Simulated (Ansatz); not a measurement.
# (AlAs)3(ZnSe)1 [001] superlattice, started as zinc blende: phonons and vibrational spectra, part 2 of 2

Aim: the vibrations of (AlAs)3(ZnSe)1 [001] superlattice, started as zinc blende, their spectra, and whether the structure is stable.

Ansatz 0.2.0; DFT PBE, scalar-relativistic, plane waves, PAW.

So far. Step 4 (Relaxing to small forces for the phonons): The largest force component left is 0.73 meV/Å and the pressure is 0.000 GPa, within the tolerances set. The cell now holds 23.61 Å³/atom. The relaxed cell has a, b, c = 4.055, 4.067, 11.454 Å (conventional setting).

The structure was built from a prototype and need not be the compound's stable phase.

## 5. Modes at Γ

The zone centre is the only wavevector solved here; it holds the modes that light can see, as far as symmetry allows. The response to a homogeneous field gives the Born charges and the dielectric tensor, and its change with displacement the Raman tensors.

File input.yaml:

```yaml
crystal:
  lattice:
    - [2.8671936954, 2.8671936954, 0.0]
    - [-2.8757821044, 2.8757821044, 0.0]
    - [0.0, 0.0, 11.4540236965]
  atoms:
    - { symbol: Al, position: [0.0, 0.0, 0.0044375521] }
    - { symbol: Al, position: [0.5, 0.5, 0.2529420675] }
    - { symbol: Al, position: [0.0, 0.0, 0.5023357058] }
    - { symbol: As, position: [0.5, 0.0, 0.1257957686] }
    - { symbol: As, position: [1.0, 0.5, 0.3753019731] }
    - { symbol: As, position: [0.5, 0.0, 0.6243326505] }
    - { symbol: Se, position: [1.0, 0.5, 0.8789769161] }
    - { symbol: Zn, position: [0.5, 0.5, 0.7358773663] }
kpoints:
  mp_grid: { grid: [8, 8, 2] }
hamiltonian:
  xc: pbe
scf:
  occupations: { method: fixed }
output:
  eigenvalues: true
phonons:
  method: dfpt
  dielectric: true
  rigid_motions: translations
  raman: true
```

Launch:

```bash
$ ansatz run input.yaml --threads 4 --pin off --max-ram 14336MiB --backend cpu --events-out ev --progress --plain --runs-dir out
```

Numbers of over 12 decimals in the logs are rounded to 6 here.

The log of the run:

```text
[...]
Crystal: 8 atoms, lattice volume = 188.887 Å³
Basis set: ecut = 420 eV, 3679 PW (Γ), exchange–correlation on 60×60×160 points (8 copies of the dense FFT grid, shifted against one another)
Bands: 50, of which v1, the nominal top of the filled ones, is band 41 counted from 1 (40 counted from 0)
Symmetry: 4 space group operations
k-points: 68 of 128 (irreducible under 1 space group operation, time reversal used)
[...]
SCF iter   1: F=—  HF=-24973.155595 eV  |F-HF|=—  |Δ(HF+E_count)|=         —  Δρ=1.52e-3  dr2=8.42e-3  ethr=1.77e-3  ⟨swp⟩=4.8  Hψ=11492  notcnv=0  defer=437
[...]
SCF iter  11: F=-24973.153203 eV  HF=-24973.153203 eV  |F-HF|=7.28e-12  |Δ(HF+E_count)|=  3.31e-10  Δρ=9.02e-8  dr2=4.02e-11  ethr=1.00e-12  ⟨swp⟩=14.3  Hψ=21044  notcnv=0
SCF 1 converged in 11 iterations: F = -24973.153203 eV  dr2 = 4.02e-11
[...]
DFPT response loops at Γ: preconditioner auto → Resta (q_TF=auto, 2.374 Å⁻¹)  ε∞=7.9 (no band partly filled); β = 1.00, the filter's whole step (`scf.mixing.beta` (0.50) is not read by the response loops at its default; to damp them type it under 1.00, their step now; it binds the ground state too); Broyden in place of MSR1
── the response to a field inside a basis, on 14×14×6 k-points: an SCF that follows is theirs, and a resumed run solves both again ──
Bands: 42, of which v1, the nominal top of the filled ones, is band 41 counted from 1 (40 counted from 0)
k-points: 147
[...]
Eigensolver: Dense (147 Hₖ)
SCF iter   1: F=—  HF=-24972.859606 eV  |F-HF|=—  |Δ(HF+E_count)|=         —  Δρ=5.22e-4  dr2=2.70e-4  ethr=1.00e-1
[...]
SCF iter   9: F=-24972.859752 eV  HF=-24972.859752 eV  |F-HF|=3.64e-11  |Δ(HF+E_count)|=  4.58e-10  Δρ=1.45e-7  dr2=3.73e-11  ethr=1.03e-12
SCF 1 converged in 9 iterations: F = -24972.859752 eV  dr2 = 3.73e-11
[...]
WARN: field response: the Raman tensors and χ⁽²⁾ stand inside a basis, whose 14×14×6 points do not settle the susceptibility there: take them as unconverged, whatever they are read to err by, and compare with a denser kpoints.mp_grid
WARN: field response: inside a basis, on 14×14×6 points, no mesh in reach settles it: take ε∞, Z* and everything formed from them with what they may err, as stated (eps_inf_uncertainty, zstar_uncertainty_e), and compare with field_mesh: kpoints on a denser kpoints.mp_grid
WARN: field response: ε∞ stands inside a basis, on 14×14×6 points; the force constants stand on the 8×8×2 k-mesh, whose period is 8.46 times the interband length at k = (0.0000, 0.0000, 0.0000), direct gap 0.956 eV, under 14: take them and everything formed from them as unconverged, and compare with a denser kpoints.mp_grid
SCF converged after 11 iterations
Free energy (F): -24973.153203 eV
[...]
Internal energy: -24973.153203 eV  (E = F + TS)
E sigma→0 (E₀):  -24973.153203 eV
Fermi energy:    6.443135 eV
[...]
--- Band table (eV; the first three rows and the last of 68) ---
  k-point 0: bands = [... 37 lower, 5.1665, 6.0238, 6.0610, 6.4431, 7.3995, 7.8016, 8.4114, 8.7444, ... 5 higher]
  k-point 1: bands = [... 37 lower, 5.3564, 5.3965, 5.7788, 6.2906, 7.7200, 8.2926, 8.3952, 9.0234, ... 5 higher]
  k-point 2: bands = [... 37 lower, 4.9621, 5.4628, 5.8823, 6.0360, 7.9990, 8.3108, 8.9742, 9.1449, ... 5 higher]
  k-point 67: bands = [... 37 lower, 3.7974, 3.8001, 3.8951, 4.3999, 8.3549, 8.7095, 8.9406, 9.1760, ... 5 higher]
--- Phonons (Γ-DFPT): 16 representative perturbations + reference, on 68 of 128 k-points (Σ response iterations 58) ---
  k mesh reduced under 1 symmetry operation, with k and −k counted as one. Each operation leaves every solved perturbation unchanged. A smaller set is not considered because the run solves the response to a homogeneous field
  ASR residual: 7.344e-5 → 0.000e0 eV/Å²; symmetrization residual: 2.225e-5 eV/Å²
  ASR residual per site (eV/Å²): 1.89e-5 1.74e-5 3.20e-5 2.88e-5 7.34e-5 3.96e-5 2.24e-5 3.99e-5
  Γ frequencies (cm⁻¹): 0.00 0.00 0.00 61.71 64.78 77.85 80.34 92.93 94.14 121.84 133.04 141.54 190.99 210.58 265.43 272.93 303.41 320.20 331.57 337.98 351.67 353.44 373.84 377.79
  ε∞ (high-frequency dielectric tensor):
        9.270934    -0.166357     0.000000
       -0.166357     9.270934    -0.000000
        0.000000    -0.000000     9.235198
  ε⁰ (static dielectric tensor: ions relaxed, cell fixed):
       11.893813    -0.110399     0.000000
       -0.110399    11.893813    -0.000000
        0.000000    -0.000000    11.933056
  ε⁰ − ε∞ (ionic part):
        2.622878     0.055958     0.000000
        0.055958     2.622878    -0.000000
        0.000000    -0.000000     2.697858
  softest optical mode at Γ: 61.71 cm⁻¹; the repairs (sum rule, projections) moved no ω² at Γ by more than (2.39 cm⁻¹)²
  Born effective charges Z* (e; rows j = field, columns β = displacement):
    site 0:
         2.46170   -0.07547    0.00000
        -0.07547    2.46170   -0.00000
        -0.00000   -0.00000    2.35384
    site 1:
         2.13186   -0.01818    0.00000
        -0.01818    2.13186   -0.00000
         0.00000   -0.00000    2.01124
    site 2:
         2.16562    0.02159    0.00000
         0.02159    2.16562   -0.00000
        -0.00000   -0.00000    1.94713
    site 3:
        -2.12758   -0.08309    0.00000
        -0.08309   -2.12758    0.00000
         0.00000    0.00000   -2.05807
    site 4:
        -2.13736    0.05598   -0.00000
         0.05598   -2.13736    0.00000
        -0.00000    0.00000   -1.96150
    site 5:
        -2.07781   -0.09493   -0.00000
        -0.09493   -2.07781    0.00000
         0.00000    0.00000   -2.03848
    site 6:
        -2.23705    0.32561   -0.00000
         0.32561   -2.23705    0.00000
        -0.00000   -0.00000   -2.53617
    site 7:
         1.82063   -0.13151   -0.00000
        -0.13151    1.82063   -0.00000
         0.00000   -0.00000    2.28202
  Z* charge neutrality: 5.192e-2 e pre-enforcement
  solved inside a basis spanned on kpoints, on 14×14×6 k-points transformed towards the longest dipole, which do not settle them: ε∞ is read to err by 1.6e-1, Z* by 1.3e-1 e (field_mesh: kpoints solves on kpoints); Z* is corrected for what the basis lacks
  Raman tensors (in the event stream and the table raman_tensors.tsv): an entry may err by 1.1e0 Å², one of the second-order susceptibility by 3.0e0 pm/V (basis, points and sum rule); their sum over the sites missed zero by 9.659e-3 Å² ahead of its enforcement
  optical modes at Γ without the LO–TO term, one row a degenerate level:
      ω (cm⁻¹)  modes    IR ((D/Å)²/amu)  static Raman (Å⁴/amu)  depolarisation
         61.71      1             0.0532                 1.3116           0.750
         64.78      1             0.0024                15.0686           0.750
         77.85      1             0.0000                 0.0006           0.750
         80.34      1             0.0021                22.6347           0.750
         92.93      1             0.0177                 6.2005           0.750
         94.14      1             0.0098                 2.7086           0.750
        121.84      1             0.3925               146.1032           0.011
        133.04      1             0.0008                28.5318           0.460
        141.54      1             1.6234               106.2387           0.750
        190.99      1             1.6553               337.7529           0.011
        210.58      1             2.1228               376.8372           0.085
        265.43      1             0.4447                87.9208           0.750
        272.93      1             6.0625                63.8442           0.750
        303.41      1             0.0111                48.6089           0.750
        320.20      1            14.0973               343.1002           0.750
        331.57      1             0.3426                 0.1826           0.750
        337.98      1             0.1460                47.3408           0.750
        351.67      1            14.6651               674.5387           0.185
        353.44      1            16.9632               298.5231           0.750
        373.84      1             0.0089                41.3207           0.016
        377.79      1             0.0780                71.8290           0.127
  optical modes at Γ + LO–TO along q̂ = [1.0000, 0.0000, 0.0000]:
      ω (cm⁻¹)  modes    IR ((D/Å)²/amu)  static Raman (Å⁴/amu)  depolarisation
         61.92      1             0.0422                 2.3244           0.750
         64.79      1             0.0019                15.1883           0.750
         77.85      1             0.0000                 0.0007           0.750
[...]
optical modes at Γ + LO–TO along q̂ = [0.0000, 1.0000, 0.0000]:
      ω (cm⁻¹)  modes    IR ((D/Å)²/amu)  static Raman (Å⁴/amu)  depolarisation
[...]
optical modes at Γ + LO–TO along q̂ = [0.0000, 0.0000, 1.0000]:
      ω (cm⁻¹)  modes    IR ((D/Å)²/amu)  static Raman (Å⁴/amu)  depolarisation
[...]
303.41      1             0.0111                48.6089           0.750
        320.20      1            14.0973               343.1002           0.750
        331.57      1             0.3426                 0.1826           0.750
        337.98      1             0.1460                47.3408           0.750
        353.44      1            16.9632               298.5231           0.750
        373.74      1             0.4354                38.5048           0.735
        375.99      1             7.2147              1041.4952           0.213
        379.58      1             8.5140               393.0295           0.305
```

Run time: 23 min. Hardware: 4 threads of Intel Xeon Platinum 8375C at 2.90GHz (Ice Lake), shared host; peak memory 4.6 GiB.

In the SCF lines HF is the Harris–Foulkes energy and dr2 the Hartree energy of the density residual, in eV; the loop may stop once dr2 is under the threshold and the program's other checks hold. Hψ counts applications of the Hamiltonian.

This step gave:

```yaml
sum_rule_residual_before_enforcement: 7.34e-5 eV/Å²
miss_of_the_charge_sum_rule: 0.05192 e
estimated_error_of_the_dielectric_tensor: 0.1593
estimated_error_of_the_born_charges: 0.1341 e
point_group: mm2
highest_optical_mode_at_the_zone_centre_no_lo_to_term: 377.8 cm⁻¹
lowest_optical_zone_centre_mode: 61.71 cm⁻¹
mean_high_frequency_dielectric_constant: 9.259
largest_born_charge_third_of_the_trace: 2.426 e
mean_static_dielectric_constant: 11.91
top_of_the_zone_centre_spectrum_with_the_field: 379.6 cm⁻¹
```

Without the LO-TO term. Patterns of degenerate modes are one choice out of their space. Modes at Γ, with each element's share of the kinetic energy:

```csv
mode,frequency (cm⁻¹),symmetry,Al %,As %,Se %,Zn %
1,0.0,acoustic,18,50,18,15
2,0.0,acoustic,18,50,18,15
3,0.0,acoustic,18,50,18,15
4,61.7,B1,9,23,16,53
5,64.8,B2,11,47,10,32
6,77.8,B1,27,70,3,0
7,80.3,B2,25,47,25,3
8,92.9,B1,27,71,0,2
9,94.1,B2,28,50,21,1
10,121.8,A1,11,57,9,23
11,133.0,A1,11,39,38,11
12,141.5,B1,1,5,63,31
13,191.0,A1,2,50,30,18
14,210.6,A1,2,65,0,33
15,265.4,B2,4,50,1,46
16,272.9,B2,71,2,25,2
17,303.4,B2,72,28,0,0
18,320.2,B2,72,27,0,1
19,331.6,B1,73,27,0,0
20,338.0,B1,73,27,0,0
21,351.7,A1,78,20,1,1
22,353.4,B1,73,27,0,0
23,373.8,A1,92,8,0,0
24,377.8,A1,86,10,4,0
```

Displacements in mode 4 (61.7 cm⁻¹), the largest set to 1:
```
Al1 -0.39 -0.39  0.00
Al2 -0.43 -0.43  0.00
Al3 -0.24 -0.24  0.00
As4 -0.42 -0.42  0.00
As5 -0.41 -0.41  0.00
As6 -0.17 -0.17  0.00
Se7  0.50  0.50  0.00
Zn8  1.00  1.00  0.00
```

Displacements in mode 10 (121.8 cm⁻¹), the largest set to 1:
```
Al1  0.00  0.00  0.75
Al2  0.00  0.00  0.45
Al3  0.00  0.00 -0.58
As4  0.00  0.00  1.00
As5  0.00  0.00  0.01
As6  0.00  0.00 -0.98
Se7  0.00  0.00  0.54
Zn8  0.00  0.00 -0.95
```

High-frequency dielectric tensor, which the program warns is not settled by the k meshes in reach. Tensor:

```csv
,x,y,z
x,9.271,-0.166,0
y,-0.166,9.271,0
z,0,0,9.235
```

Static dielectric tensor, which the program warns is not settled by the k meshes in reach. Tensor:

```csv
,x,y,z
x,11.89,-0.11,0
y,-0.11,11.89,0
z,0,0,11.93
```

Optical modes at the zone centre, without and with the macroscopic field of the longitudinal modes; each column is sorted by frequency, so a row need not hold one and the same mode. Modes with and without the field, by row:

```csv
rank among optical modes,no field (cm⁻¹),"q along (1, 0, 0) (cm⁻¹)","q along (0, 0, 1) (cm⁻¹)"
1,61.7,61.9,61.7
2,64.8,64.8,64.8
3,77.8,77.8,77.8
4,80.3,80.3,80.3
5,92.9,93,92.9
6,94.1,94.2,94.1
7,121.8,121.8,123.3
8,133,133,133
9,141.5,144.2,141.5
10,191,191,194.3
11,210.6,210.6,216.5
12,265.4,265.6,265.4
13,272.9,277.4,272.9
14,303.4,303.4,303.4
15,320.2,328.5,320.2
16,331.6,332.2,331.6
17,338,338.1,338
18,351.7,351.7,353.4
19,353.4,373.8,373.7
20,373.8,374,376
21,377.8,377.8,379.6
```

Born charge (rows field, columns displacement) (e), principal values of the symmetric part by kind of site:

```csv
atom,atoms with these values,low,middle,high,mean
Al1,1,2.35,2.39,2.54,2.43
Al2,1,2.01,2.11,2.15,2.09
Al3,1,1.95,2.14,2.19,2.09
As4,1,-2.21,-2.06,-2.04,-2.10
As5,1,-2.19,-2.08,-1.96,-2.08
As6,1,-2.17,-2.04,-1.98,-2.06
Se7,1,-2.56,-2.54,-1.91,-2.34
Zn8,1,1.69,1.95,2.28,1.97
```

In full for Al1:

```
 2.46 -0.08  0.00
-0.08  2.46  0.00
 0.00  0.00  2.35
```

Transverse modes. Infrared lines, with heights relative to the strongest:

```csv
position (cm⁻¹),relative intensity
62,0.3
65,0.0
78,0.0
80,0.0
93,0.1
94,0.1
122,2.3
133,0.0
142,10
191,10
211,13
265,2.6
273,36
303,0.1
320,83
332,2.0
338,0.9
352,86
353,100
374,0.1
378,0.5
```

Activity x (w_L - w)^4 (n + 1)/w, 532 nm, 300 K; the log calls the Raman tensors unconverged in the k mesh, so the heights are rough; the tensors are static ones, while 532 nm light lies above the computed direct gap, where resonance would change the heights; modes without the macroscopic field alone. Raman lines, with heights relative to the strongest:

```csv
position (cm⁻¹),relative intensity
62,2.9
65,30
78,0.0
80,31
93,6.4
94,2.7
122,93
133,16
142,52
191,100
211,95
265,15
273,11
303,6.9
320,45
332,0.0
338,5.7
352,77
353,34
374,4.3
378,7.4
```

Before it was imposed, the acoustic sum rule was missed by 7.3e-5 eV/Å² and the charge sum rule by 0.052 e. The charge miss is large and points to the mesh or the basis. The lowest optical mode is real, 61.7 cm⁻¹.

The log warns of the k mesh: “the force constants stand on the 8×8×2 k-mesh, whose period is 8.46 times the interband length at k = (0.0000, 0.0000, 0.0000), direct gap 0.956 eV, under 14: take them and everything formed from them as unconverged”.

## 6. Isotope substitution, element Se, natural mass 78.971 amu

An isotope changes the mass and not the force constants, so no new electronic calculation is needed; the shifts show which modes move this element.

The same force constants with the mass of Se changed from 78.971 to 81.917 u (phonopy, no LO-TO term). Both lists are sorted by frequency; levels can cross, so a row need not hold one and the same mode. Modes under 3 cm⁻¹ are left out. Isotope shifts, by row:

```csv
q,rank,natural mass (cm⁻¹),changed mass (cm⁻¹)
0 0 0,4,61.71,61.54
0 0 0,5,64.78,64.66
0 0 0,6,77.85,77.8
0 0 0,7,80.34,79.96
0 0 0,8,92.93,92.93
0 0 0,9,94.14,93.79
0 0 0,10,121.8,121.6
0 0 0,11,133,132.1
0 0 0,12,141.5,139.9
0 0 0,13,191,190
0 0 0,14,210.6,210.6
0 0 0,15,265.4,265.4
0 0 0,16,272.9,271.7
0 0 0,17,303.4,303.4
0 0 0,18,320.2,320.2
0 0 0,19,331.6,331.6
0 0 0,20,338,338
0 0 0,21,351.7,351.6
0 0 0,22,353.4,353.4
0 0 0,23,373.8,373.8
0 0 0,24,377.8,377.5
```

A mode of this element alone would shift by -1.81 %. The highest zone-centre frequency without the field goes from 377.8 to 377.5 cm⁻¹ (-0.1 %). The product of the frequency ratios over all optical modes at Γ is 0.956; the product rule, (m/m′)^(3k/2) (M′/M)^(3/2) with k = 1 such atoms and M the mass of the cell, gives 0.956.

## 7. Isotope substitution, element Zn, natural mass 65.38 amu

The same for Zn, from 65.38 to 67.92 u.

The same force constants with the mass of Zn changed from 65.380 to 67.925 u (phonopy, no LO-TO term). Both lists are sorted by frequency; levels can cross, so a row need not hold one and the same mode. Modes under 3 cm⁻¹ are left out. Isotope shifts, by row:

```csv
q,rank,natural mass (cm⁻¹),changed mass (cm⁻¹)
0 0 0,4,61.71,61.09
0 0 0,5,64.78,64.38
0 0 0,6,77.85,77.85
0 0 0,7,80.34,80.29
0 0 0,8,92.93,92.9
0 0 0,9,94.14,94.12
0 0 0,10,121.8,121.3
0 0 0,11,133,132.8
0 0 0,12,141.5,140.7
0 0 0,13,191,190.3
0 0 0,14,210.6,209.3
0 0 0,15,265.4,263.1
0 0 0,16,272.9,272.8
0 0 0,17,303.4,303.4
0 0 0,18,320.2,320.2
0 0 0,19,331.6,331.6
0 0 0,20,338,338
0 0 0,21,351.7,351.6
0 0 0,22,353.4,353.4
0 0 0,23,373.8,373.8
0 0 0,24,377.8,377.8
```

A mode of this element alone would shift by -1.89 %. The highest zone-centre frequency without the field goes from 377.8 to 377.8 cm⁻¹ (+0.0 %). The product of the frequency ratios over all optical modes at Γ is 0.952; the product rule, (m/m′)^(3k/2) (M′/M)^(3/2) with k = 1 such atoms and M the mass of the cell, gives 0.952.

## 8. Outcome

```yaml
space_group_after_relaxation_within_0p01_a: Pmm2
volume_per_atom: 23.6 Å³
gap_on_the_k_mesh: 0.956 eV
highest_optical_mode_at_the_zone_centre_no_lo_to_term: 378 cm⁻¹
top_of_the_zone_centre_spectrum_with_the_field: 380 cm⁻¹
lowest_optical_zone_centre_mode: 61.7 cm⁻¹
mean_high_frequency_dielectric_constant: 9.26
mean_static_dielectric_constant: 11.9
largest_born_charge_third_of_the_trace: 2.43 e
imaginary_modes_at_gamma_the_only_wavevector_solved: none
```

What this shows: The structure is stable against zone-centre distortions, since no mode there is imaginary; other wavevectors were not solved, so zone-boundary instabilities are untested. Without the field, the optical modes at Γ span 62 to 378 cm⁻¹. No dispersion was computed. The highest mode in this list at Γ, 377.8 cm⁻¹, is mostly motion of Al (86 % of the kinetic energy). With the macroscopic field of the longitudinal modes the top of the zone-centre spectrum lies at 380 cm⁻¹, against 378 cm⁻¹ without it. Lattice motion raises the mean dielectric constant from 9.259 to 11.91. The strongest infrared line is at 353 cm⁻¹. Averaged over orientations, the strongest Raman line at 532 nm and 300 K is at 191 cm⁻¹, among the modes without the field; their longitudinal partners can be Raman active too. The tensors are the static, non-resonant ones, while 532 nm light (2.33 eV) lies above the computed gap. With the field response the log warns that the k mesh is coarse for the force constants too, so the frequencies may not be converged. In this run the field response is not settled by the k meshes in reach, so its dielectric tensor, Born charges and longitudinal modes are rough. The program warns that the Raman tensors are not converged in the k mesh, so the intensities are rough. The starting cell was built on a prototype and not taken from a measurement, so the phase need not exist. These are harmonic frequencies at zero temperature: anharmonic shifts, linewidths and thermal expansion are left out.

[Logs are printed without paths, hosts, clocks, repeated set-up lines and the standing remarks that a program may print on its own settings, such as how far it seeks lower states.]

[Hosts, paths, dates, database ids (printed as entryN), source tags and the programs' standing remarks are cut or masked in the printed files.]
